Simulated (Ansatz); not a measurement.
# A defect in a wire: Rh wire along [110], 3 atoms a period, divacancy of Rh and Rh

What does the defect do to the conductance?

Method: DFT PBE, plane waves, PAW; relaxation of a wire's period, in the first sound run; inputs show where later runs differ, in Ansatz 0.2.0.

## (1) The starting structure

The cell holds 3 atoms: 3 Rh. Its edges and angles: a = 8.715 Å, b = 9.508 Å, c = 2.708 Å, α = 90.0°, β = 90.0°, γ = 90.0°. Vacuum lies along a and b. The structure's axis is c.

## (2) Relaxing the period

Band widths follow the bond lengths, so the wire is relaxed first. The atoms and the third cell vector are free; the box across stays fixed as vacuum. Moments are seeded so that a magnetic state can form if it lies lower. A Fermi-Dirac smearing is set since the result may be a metal. The pressure printed is a third of the stress's trace over the whole box, vacuum included; only the stress along the axis is relaxed.

Contents of input.yaml:

```yaml
crystal:
  lattice:
    - [8.715, 0.0, 0.0]
    - [0.0, 9.508, 0.0]
    - [0.0, 0.0, 2.7082189719]
  atoms:
    - { symbol: Rh, position: [0.390131956, 0.357593605, 0.0], spin: 0.8 }
    - { symbol: Rh, position: [0.609868044, 0.500011515, 0.5], spin: 0.8 }
    - { symbol: Rh, position: [0.390131956, 0.642429425, 0.0], spin: 0.8 }
magnetization:
  spin_polarized: true
kpoints:
  mp_grid: { grid: [1, 1, 30] }
scf:
  occupations: { method: fermi_dirac, width: 0.05 }
hamiltonian:
  xc: pbe
relax:
  cell: { fix: [a, b, alpha, beta, gamma] }
  max_steps: 60
```

Run with:

```sh
ansatz run input.yaml --threads 4 --pin off --max-ram 16384MiB --backend cpu --events-out ev --progress --plain --runs-dir out
```

Numbers of over 12 decimals in the logs are rounded to 6 here.

The log of the run:

```text
Engine: ansatz 0.2.0, aarch64-unknown-linux-gnu
Pseudopotentials: kind: paw
Pseudopotential: Rh, paw, valence charge 17, recommended cutoff 420 eV (normal), Rh.paw.azcp
Functional definition: PBE
  parameter kappa = 0.804
  parameter beta = 0.066725
  exchange = pbe_x(kappa = kappa, mu = beta*pi^2/3)
  correlation = pbe_c(beta = beta)
Crystal: 3 atoms, lattice volume = 224.409 Å³
Basis set: ecut = 420 eV, 4431 PW (Γ), exchange–correlation on 120×128×40 points (8 copies of the dense FFT grid, shifted against one another)
Bands: 33, of which v1, the nominal top of the filled ones, is band 26 counted from 1 (25 counted from 0)
Symmetry: 4 space group operations
Space group: Pmm2 (ITA 25), of the structure as read, at distance tolerance 6.1e-5 Å
Magnetic group: BNS 25.57 (UNI 155), of the structure as read, at distance tolerance 6.1e-5 Å
k-points: 16 of 30
Non-local potential: Rh, projectors of the file, l = 0: 3, l = 1: 2, l = 2: 2, l = 3: 1
PAW form: soft (Blöchl's): semilocal exchange-correlation on the pseudo side does not see the compensation charge
PAW one-centre angular grid: Rh, 590 points (default); XC on 64 Gauss nodes
Initial density: superposition of atomic densities (neutral atoms: chi_scale 0, normalization atom)
Starting moments: Σ|m| = 2.4 μB on 3 of 3 sites
Initial wavefunctions: pseudopotential atomic-orbital guess
Functional: x = pbe(κ = 0.804, μ = 0.219515), c = pbe(β = 0.066725)
SCF iter   1: F=—  HF=-19203.409633 eV  |F-HF|=—  |Δ(HF+E_count)|=         —  Δρ=2.06e-2 (↑1.57e-2 ↓2.06e-2)  dr2=4.36e0  dr2_m=7.85e-2  M=2.396 μB ∫|m|=2.405 μB  β_m=0.30  ethr=3.10e-3  ⟨swp⟩=6.3  Hψ=4471  notcnv=0  defer=1
Mixer restart at iter 1: flushing history
preconditioner: auto → LDOS  [metal: Δε(μ)=0.004 eV  Ē_g=4.739 eV  σ=0.050 eV  W_gap=0.02  n_scr=30 (ndim 8)  ℏωp=12.9 eV  f_vac=0.617  D(μ)=11.28/eV (n_scr^D=106)]
spin=Collinear: LDOS preconditioning applied to the charge; magnetization (m = ρ↑ − ρ↓) channel mixes plain (no charge-response kernel on spin).
SCF iter   2: F=—  HF=-19202.308416 eV  |F-HF|=—  |Δ(HF+E_count)|=    1.10e0  Δρ=1.22e-2 (↑8.93e-3 ↓1.22e-2)  dr2=8.26e-1  dr2_m=5.29e-2  M=2.467 μB ∫|m|=2.480 μB  β_m=0.40  ethr=3.10e-3  ⟨swp⟩=2.0  Hψ=1955  notcnv=0  defer=27
SCF iter   3: F=—  HF=-19202.169204 eV  |F-HF|=—  |Δ(HF+E_count)|=   1.39e-1  Δρ=6.15e-3 (↑4.96e-3 ↓6.15e-3)  dr2=1.07e-1  dr2_m=2.60e-2  M=2.555 μB ∫|m|=2.584 μB  β_m=0.61  ethr=1.62e-3  ⟨swp⟩=2.0  Hψ=1730  notcnv=0  defer=26
SCF iter   4: F=—  HF=-19202.255349 eV  |F-HF|=—  |Δ(HF+E_count)|=         —  Δρ=6.73e-3 (↑6.73e-3 ↓6.32e-3)  dr2=1.26e-2  dr2_m=8.40e-2  M=3.211 μB ∫|m|=3.271 μB  β_m=0.61  ethr=2.09e-4  ⟨swp⟩=2.7  Hψ=1981  notcnv=0  defer=24
SCF iter   5: F=—  HF=-19202.250974 eV  |F-HF|=—  |Δ(HF+E_count)|=   4.37e-3  Δρ=3.54e-3 (↑3.54e-3 ↓3.29e-3)  dr2=2.33e-3  dr2_m=2.27e-2  M=3.299 μB ∫|m|=3.377 μB  β_m=0.80  ethr=2.47e-5  ⟨swp⟩=2.0  Hψ=1702  notcnv=0  defer=24
SCF iter   6: F=—  HF=-19202.250639 eV  |F-HF|=—  |Δ(HF+E_count)|=   3.35e-4  Δρ=5.20e-4 (↑5.20e-4 ↓3.56e-4)  dr2=4.66e-4  dr2_m=2.78e-4  M=3.407 μB ∫|m|=3.508 μB  β_m=0.81  ethr=4.56e-6  ⟨swp⟩=2.2  Hψ=2105  notcnv=0  defer=24
SCF iter   7: F=—  HF=-19202.250711 eV  |F-HF|=—  |Δ(HF+E_count)|=   7.28e-5  Δρ=2.05e-4 (↑1.75e-4 ↓2.05e-4)  dr2=7.82e-5  dr2_m=5.97e-5  M=3.426 μB ∫|m|=3.529 μB  β_m=0.83  ethr=9.14e-7  ⟨swp⟩=2.7  Hψ=1968  notcnv=0  defer=23
SCF iter   8: F=—  HF=-19202.250693 eV  |F-HF|=—  |Δ(HF+E_count)|=   1.80e-5  Δρ=8.88e-5 (↑6.87e-5 ↓8.88e-5)  dr2=1.21e-5  dr2_m=1.04e-5  M=3.436 μB ∫|m|=3.541 μB  β_m=0.91  ethr=1.53e-7  ⟨swp⟩=2.5  Hψ=1925  notcnv=0  defer=23
SCF iter   9: F=—  HF=-19202.250698 eV  |F-HF|=—  |Δ(HF+E_count)|=   4.69e-6  Δρ=2.58e-5 (↑1.83e-5 ↓2.58e-5)  dr2=2.91e-6  dr2_m=5.08e-7  M=3.440 μB ∫|m|=3.546 μB  β_m=0.91  ethr=2.38e-8  ⟨swp⟩=2.5  Hψ=1980  notcnv=0  defer=23
SCF iter  10: F=—  HF=-19202.250698 eV  |F-HF|=—  |Δ(HF+E_count)|=   4.21e-8  Δρ=1.24e-5 (↑1.24e-5 ↓9.59e-6)  dr2=6.24e-7  dr2_m=1.57e-7  M=3.440 μB ∫|m|=3.546 μB  β_m=0.86  ethr=5.71e-9  ⟨swp⟩=2.6  Hψ=1821  notcnv=0  defer=23
SCF iter  11: F=—  HF=-19202.250698 eV  |F-HF|=—  |Δ(HF+E_count)|=   5.36e-8  Δρ=4.22e-6 (↑2.44e-6 ↓4.22e-6)  dr2=1.69e-8  dr2_m=1.73e-8  M=3.440 μB ∫|m|=3.546 μB  β_m=0.93  ethr=1.22e-9  ⟨swp⟩=2.0  Hψ=1477  notcnv=0  defer=23
SCF iter  12: F=—  HF=-19202.250698 eV  |F-HF|=—  |Δ(HF+E_count)|=   1.30e-8  Δρ=1.21e-6 (↑1.09e-6 ↓1.21e-6)  dr2=4.05e-9  dr2_m=8.40e-10  M=3.440 μB ∫|m|=3.546 μB  β_m=0.86  ethr=3.31e-11  ⟨swp⟩=2.1  Hψ=1921  notcnv=0  defer=23
SCF iter  13: F=-19202.250698 eV  HF=-19202.250698 eV  |F-HF|=1.02e-10  |Δ(HF+E_count)|=  1.82e-11  Δρ=3.31e-7 (↑3.31e-7 ↓2.85e-7)  dr2=3.36e-10  dr2_m=1.06e-10  M=3.440 μB ∫|m|=3.546 μB  ethr=7.94e-12  ⟨swp⟩=1.8  Hψ=3207  notcnv=0
SCF 1 converged in 13 iterations: F = -19202.250698 eV  dr2 = 3.36e-10
  greatest PAW one-centre occupation: 1.000 electrons in one spin orbital (limit 2), on the Rh atom at site 1 (counted from 0), in its partial waves of l = 0
relax step   1: F+E_penalty+E_count = -19202.25069807 eV  Δ(F+E_penalty+E_count) = +0.000e0 eV  max|allowed force component| = 1.726e0 eV/Å  Δτ_max = 0.0000 Å  P = -3.433 GPa  Ω = 224.409 Å³  fix = [a, b, alpha, beta, gamma]  reactions: a -2.519, b -3.060 GPa  (13 SCF iters, dr2 threshold 1.00e-7 eV, accepted)
Crystal: 3 atoms, lattice volume = 215.488 Å³
Basis set: ecut = 420 eV, 4243 PW (Γ), exchange–correlation on 120×128×40 points (8 copies of the dense FFT grid, shifted against one another)
Initial density: handed on by an earlier stage of this run
Starting moments: Σ|m| = 2.4 μB on 3 of 3 sites; this step starts from the density that it was given
Initial wavefunctions: those handed on with the density
iter 1 solved again at ethr=6.83e-4 eV; its pass at ethr=3.10e-3 eV (dr2=3.48e-1 eV) is discarded
SCF iter   1: F=—  HF=-19202.652054 eV  |F-HF|=—  |Δ(HF+E_count)|=         —  Δρ=2.08e-2 (↑2.08e-2 ↓2.04e-2)  dr2=3.53e-1  dr2_m=5.14e-1  M=2.047 μB ∫|m|=2.138 μB  β_m=0.30  ethr=6.83e-4  ⟨swp⟩=1.3  Hψ=5626  notcnv=0
preconditioner: auto → LDOS  [metal: Δε(μ)=0.019 eV  Ē_g=5.306 eV  σ=0.050 eV  W_gap=0.09  n_scr=30 (ndim 8)  ℏωp=13.1 eV  f_vac=0.666  D(μ)=6.37/eV (n_scr^D=36)]
spin=Collinear: LDOS preconditioning applied to the charge; magnetization (m = ρ↑ − ρ↓) channel mixes plain (no charge-response kernel on spin).
SCF iter   2: F=—  HF=-19202.563298 eV  |F-HF|=—  |Δ(HF+E_count)|=   8.88e-2  Δρ=1.47e-2 (↑1.46e-2 ↓1.47e-2)  dr2=1.44e-1  dr2_m=2.77e-1  M=1.979 μB ∫|m|=2.064 μB  β_m=0.64  ethr=6.83e-4  ⟨swp⟩=2.0  Hψ=1239  notcnv=0
[...]
relax step   4: F+E_penalty+E_count = -19202.82518870 eV  Δ(F+E_penalty+E_count) = -8.481e-2 eV  max|allowed force component| = 3.631e-1 eV/Å  Δτ_max = 0.0414 Å  P = -0.699 GPa  Ω = 210.929 Å³  energy of the carried Pulay correction = +1.478e-3 eV  fix = [a, b, alpha, beta, gamma]  reactions: a -0.236, b -0.664 GPa  (11 SCF iters, dr2 threshold 3.00e-7 eV, accepted)
[...]
relax step   5: F+E_penalty+E_count = -19202.84341383 eV  Δ(F+E_penalty+E_count) = -1.823e-2 eV  max|allowed force component| = 3.605e-2 eV/Å  Δτ_max = 0.0200 Å  P = -0.092 GPa  Ω = 208.236 Å³  energy of the carried Pulay correction = +1.785e-3 eV  fix = [a, b, alpha, beta, gamma]  reactions: a -0.144, b -0.047 GPa  (10 SCF iters, dr2 threshold 3.00e-7 eV, accepted)
[...]
relax step   6: F+E_penalty+E_count = -19202.84365006 eV  Δ(F+E_penalty+E_count) = -2.362e-4 eV  max|allowed force component| = 4.663e-3 eV/Å  Δτ_max = 0.0036 Å  P = -0.062 GPa  Ω = 208.024 Å³  energy of the carried Pulay correction = +1.809e-3 eV  fix = [a, b, alpha, beta, gamma]  reactions: a -0.176, b +0.012 GPa  (8 SCF iters, dr2 threshold 8.12e-8 eV, accepted)
Basis set: ecut = 420 eV, 4051 PW (Γ), exchange–correlation on 120×128×36 points (8 copies of the dense FFT grid, shifted against one another)
Initial wavefunctions: pseudopotential atomic-orbital guess (no wavefunctions were taken with the density)
iter 1 solved again at ethr=1.06e-6 eV; its pass at ethr=3.10e-3 eV (dr2=5.41e-4 eV) is discarded
SCF iter   1: F=—  HF=-19202.840547 eV  |F-HF|=—  |Δ(HF+E_count)|=         —  Δρ=9.49e-5 (↑9.48e-5 ↓9.49e-5)  dr2=2.01e-5  dr2_m=3.04e-11  M=0.000 μB ∫|m|=0.000 μB  β_m=0.65  ethr=1.06e-6  ⟨swp⟩=3.0  Hψ=7264  notcnv=0
preconditioner: auto → LDOS  [metal: Δε(μ)=0.086 eV  Ē_g=5.154 eV  σ=0.050 eV  W_gap=0.39  n_scr=12 (ndim 8)  ℏωp=13.4 eV  f_vac=0.649  D(μ)=4.88/eV (n_scr^D=26)]
spin=Collinear: LDOS preconditioning applied to the charge; magnetization (m = ρ↑ − ρ↓) channel mixes plain (no charge-response kernel on spin).
SCF iter   2: F=—  HF=-19202.840701 eV  |F-HF|=—  |Δ(HF+E_count)|=   1.55e-4  Δρ=2.70e-5 (↑2.70e-5 ↓2.70e-5)  dr2=1.37e-6  dr2_m=2.11e-11  M=0.000 μB ∫|m|=0.000 μB  β_m=0.49  ethr=3.94e-8  ⟨swp⟩=2.8  Hψ=1908  notcnv=0
SCF iter   3: F=—  HF=-19202.840703 eV  |F-HF|=—  |Δ(HF+E_count)|=   1.40e-6  Δρ=1.37e-5 (↑1.37e-5 ↓1.37e-5)  dr2=3.07e-7  dr2_m=1.20e-11  M=0.000 μB ∫|m|=0.000 μB  β_m=0.58  ethr=2.68e-9  ⟨swp⟩=2.0  Hψ=1492  notcnv=0
SCF iter   4: F=—  HF=-19202.840704 eV  |F-HF|=—  |Δ(HF+E_count)|=   6.42e-7  Δρ=3.25e-6 (↑3.25e-6 ↓3.24e-6)  dr2=4.90e-8  dr2_m=3.63e-12  M=0.000 μB ∫|m|=0.000 μB  β_m=0.63  ethr=6.02e-10  ⟨swp⟩=2.0  Hψ=1502  notcnv=0
SCF iter   5: F=—  HF=-19202.840704 eV  |F-HF|=—  |Δ(HF+E_count)|=   3.78e-8  Δρ=1.10e-6 (↑1.09e-6 ↓1.10e-6)  dr2=8.37e-9  dr2_m=1.48e-12  M=0.000 μB ∫|m|=0.000 μB  β_m=0.60  ethr=9.61e-11  ⟨swp⟩=2.0  Hψ=1500  notcnv=0
SCF iter   6: F=—  HF=-19202.840704 eV  |F-HF|=—  |Δ(HF+E_count)|=  1.09e-10  Δρ=2.81e-7 (↑2.81e-7 ↓2.78e-7)  dr2=7.65e-10  dr2_m=6.87e-13  M=0.000 μB ∫|m|=0.000 μB  β_m=0.68  ethr=1.64e-11  ⟨swp⟩=2.0  Hψ=1526  notcnv=0
SCF iter   7: F=—  HF=-19202.840704 eV  |F-HF|=—  |Δ(HF+E_count)|=   1.52e-8  Δρ=8.59e-8 (↑8.59e-8 ↓8.19e-8)  dr2=5.34e-11  dr2_m=2.08e-13  M=0.000 μB ∫|m|=0.000 μB  β_m=0.82  ethr=1.50e-12  ⟨swp⟩=2.1  Hψ=1510  notcnv=0
SCF iter   8: F=—  HF=-19202.840704 eV  |F-HF|=—  |Δ(HF+E_count)|=  6.55e-11  Δρ=3.55e-8 (↑3.34e-8 ↓3.55e-8)  dr2=1.56e-11  dr2_m=5.54e-14  M=0.000 μB ∫|m|=0.000 μB  β_m=0.71  ethr=1.00e-12  ⟨swp⟩=1.0  Hψ=1056  notcnv=0
SCF iter   9: F=-19202.840704 eV  HF=-19202.840704 eV  |F-HF|=1.82e-11  |Δ(HF+E_count)|=  1.09e-11  Δρ=2.93e-8 (↑2.93e-8 ↓2.79e-8)  dr2=1.47e-11  dr2_m=1.70e-14  M=0.000 μB ∫|m|=0.000 μB  ethr=1.00e-12  ⟨swp⟩=5.0  Hψ=4678  notcnv=0
the starting moments were not kept: the SCF closed with an absolute magnetisation of 6.3e-7 μB, where they sum to 2.4 μB in size (3 sites). That is at most 0.1 of that sum. Measured as dr2_m measures the in/out step, that magnetisation stands 1.1e-13 eV from none, at or under the dr2_threshold of 3.0e-11 eV: it is no larger than a step whose dr2_m would equal this threshold.
SCF 7 converged in 9 iterations: F = -19202.840704 eV  dr2 = 1.47e-11
relax step   7: F+E_penalty+E_count = -19202.84070352 eV  Δ(F+E_penalty+E_count) = +2.947e-3 eV  max|allowed force component| = 4.780e-3 eV/Å  Δτ_max = 0.0000 Å  P = -0.054 GPa  Ω = 208.024 Å³  fix = [a, b, alpha, beta, gamma]  reactions: a -0.173, b +0.017 GPa  stress off target by 5.64e-3 GPa on what of the cell is left free  SCF on the basis re-selected at this cell (its energy is not comparable with the rows above)  (9 SCF iters)
basis re-selected at this cell: Δ(F+E_penalty+E_count) = +2.947e-3 eV, ΔP = +0.008 GPa vs the last step (what re-selecting the basis moved, of the pressure what is left beyond the Pulay correction that the steps carried, after the strain that the cell walked since its last selection, with what the two solves' SCF thresholds leave and, on support functions, any second-order correction that the steps lacked; it is no measure of the basis error at this ecutwfc). The dense FFT grid was sized anew with the basis: this SCF ran on 60×64×18 points, the steps before it on 60×64×20, so part of this shift can come from that change (see relax.cell in the input reference). [rest of the remark cut]
SCF converged after 9 iterations
Magnetization: 0.0000 μB (25.5000 up, 25.5000 down)
Absolute magnetization: 0.0000 μB (∫|ρ↑−ρ↓|, with the PAW one-centre terms)
Spin contamination: 0.0000 ħ² per cell (⟨S²⟩ above its minimum at these occupations)
Per-site moments (μB) at R_I (Å): [(1.9694436913219818e-8, 0.998107), (1.0424528406787548e-7, 1.035571), (1.9694436939281066e-8, 0.998107)]
Free energy (F): -19202.840704 eV
Harris-Foulkes:  -19202.840704 eV  (|F-HF|=1.82e-11)
Internal energy: -19202.796844 eV  (E = F + TS)
E sigma→0 (E₀):  -19202.818774 eV
Entropy (-TS):   -0.043860 eV (-14.620 meV/atom)
Fermi energy:    0.825397 eV
--- Per-component energies (eV) ---
  E_band       = -1310.568195
  E_kinetic    = 1719.014850
  E_local      = -20430.343733  (includes V_loc(G=0)·N_el)
  E_nonlocal   = 1076.145502
  E_hartree    = 8986.030273
  E_xc         = -658.972801
  E_vxc        = -826.128676  (∫ρ·V_xc dr)
  E_paw        = -10765.844400  (= ΣΔE_a)
  E_vpaw       = -821.319253  (= ΣTr[D̂ρ^β])
  E_aug_tail   = 0.002657  (compensation charges beyond the density's cutoff)
  E_ewald      = 871.170809
  E_smearing   = -0.043860  (= −TS)
  E_closure    = 0.000000  (closes the sum)
  Σ components = -19202.840704   (vs F -19202.840704, Δ=0.00e0)
--- Forces (eV/Å), atoms counted from 1 ---
  atom   1  Rh    -0.00000828     0.00477997    -0.00000000
  atom   2  Rh     0.00001377    -0.00000000     0.00000000
  atom   3  Rh    -0.00000828    -0.00477997    -0.00000000
  max |Σ_I F_I| component: 2.80e-6 eV/Å
--- Stress (GPa, compression-positive) ---
       -0.173124       0.000000      -0.000000
        0.000000       0.016558       0.000000
       -0.000000       0.000000      -0.005638
  P = ⅓ Tr σ = -0.0541 GPa (-0.541 kbar)
--- Relaxed structure (6 steps of the walk, 6 accepted, 1 SCFs on fresh bases) ---
  F+E_penalty+E_count = -19202.84070352 eV   max|allowed force component| = 4.780e-3 eV/Å   (the final SCF, on the basis selected at the relaxed cell)
  cell:  # Å, volume = 208.0236 Å³
    - [8.715, 0, 0]
    - [0, 9.508, 0]
    - [0, 0, 2.510476]
  atoms:
    - { symbol: Rh, position: [0.389209, 0.372768, 1.6483005677812604e-19] }
    - { symbol: Rh, position: [0.611713, 0.500011515, 0.500000] }
    - { symbol: Rh, position: [0.389209, 0.627255, 1.6483005677812287e-19] }
```

It took 56 s on 4 threads of Arm Neoverse V1, shared host; peak memory 0.58 GiB.

Step by step:

```
step  energy less that of the first step (eV)  largest force component (eV/Å)  pressure (GPa)  volume (Å³)
   1                                   0.0000                          1.7261           -3.43       224.41
   2                                  -0.2952                          2.3043            2.44       215.49
   3                                  -0.4897                          0.8989           -1.51       214.35
   4                                  -0.5745                          0.3631           -0.70       210.93
   5                                  -0.5927                          0.0361           -0.09       208.24
   6                                  -0.5930                          0.0047           -0.06       208.02
  7*                                  -0.5900                          0.0048           -0.05       208.02
```

Relaxation steps marked * repeat the geometry before them on a plane-wave basis chosen anew for their cell, so energy and pressure can jump there.

Forces are held to the 4 operations that the run works with; a distortion that breaks them can't arise in this run.

```
cell as run  before  after  change
      c (Å)   2.708  2.510  -7.3 %
```

The atoms that moved most (Å, along periodic axes as changes of fractional coordinates times the final cell, across vacuum about the mean position):

```csv
atom,dx,dy,dz,length
Rh1,-0.008,0.144,0.000,0.145
Rh3,-0.008,-0.144,0.000,0.145
Rh2,0.016,0.000,0.000,0.016
```

Final coordinates:

```xyz
3
Lattice="8.7150 0.0000 0.0000 0.0000 9.5080 0.0000 0.0000 0.0000 2.5105" Properties=species:S:1:pos:R:3
Rh    3.3920    3.5443    0.0000
Rh    5.3311    4.7541    1.2552
Rh    3.3920    5.9639    0.0000
```

Numbers from this step:

```yaml
energy_at_zero_smearing: -19202.8188 eV
cell_length_along_the_wire: 2.510 Å
```

The cell's length comes to 2.510 Å with no moment.

(Part 1 of 3 ends here.)

[Logs are printed without paths, hosts, clocks, repeated set-up lines and the standing remarks that a program may print on its own settings, such as how far it seeks lower states.]

[Hosts, paths, dates, database ids (printed as entryN), source tags and the programs' standing remarks are cut or masked in the printed files.]
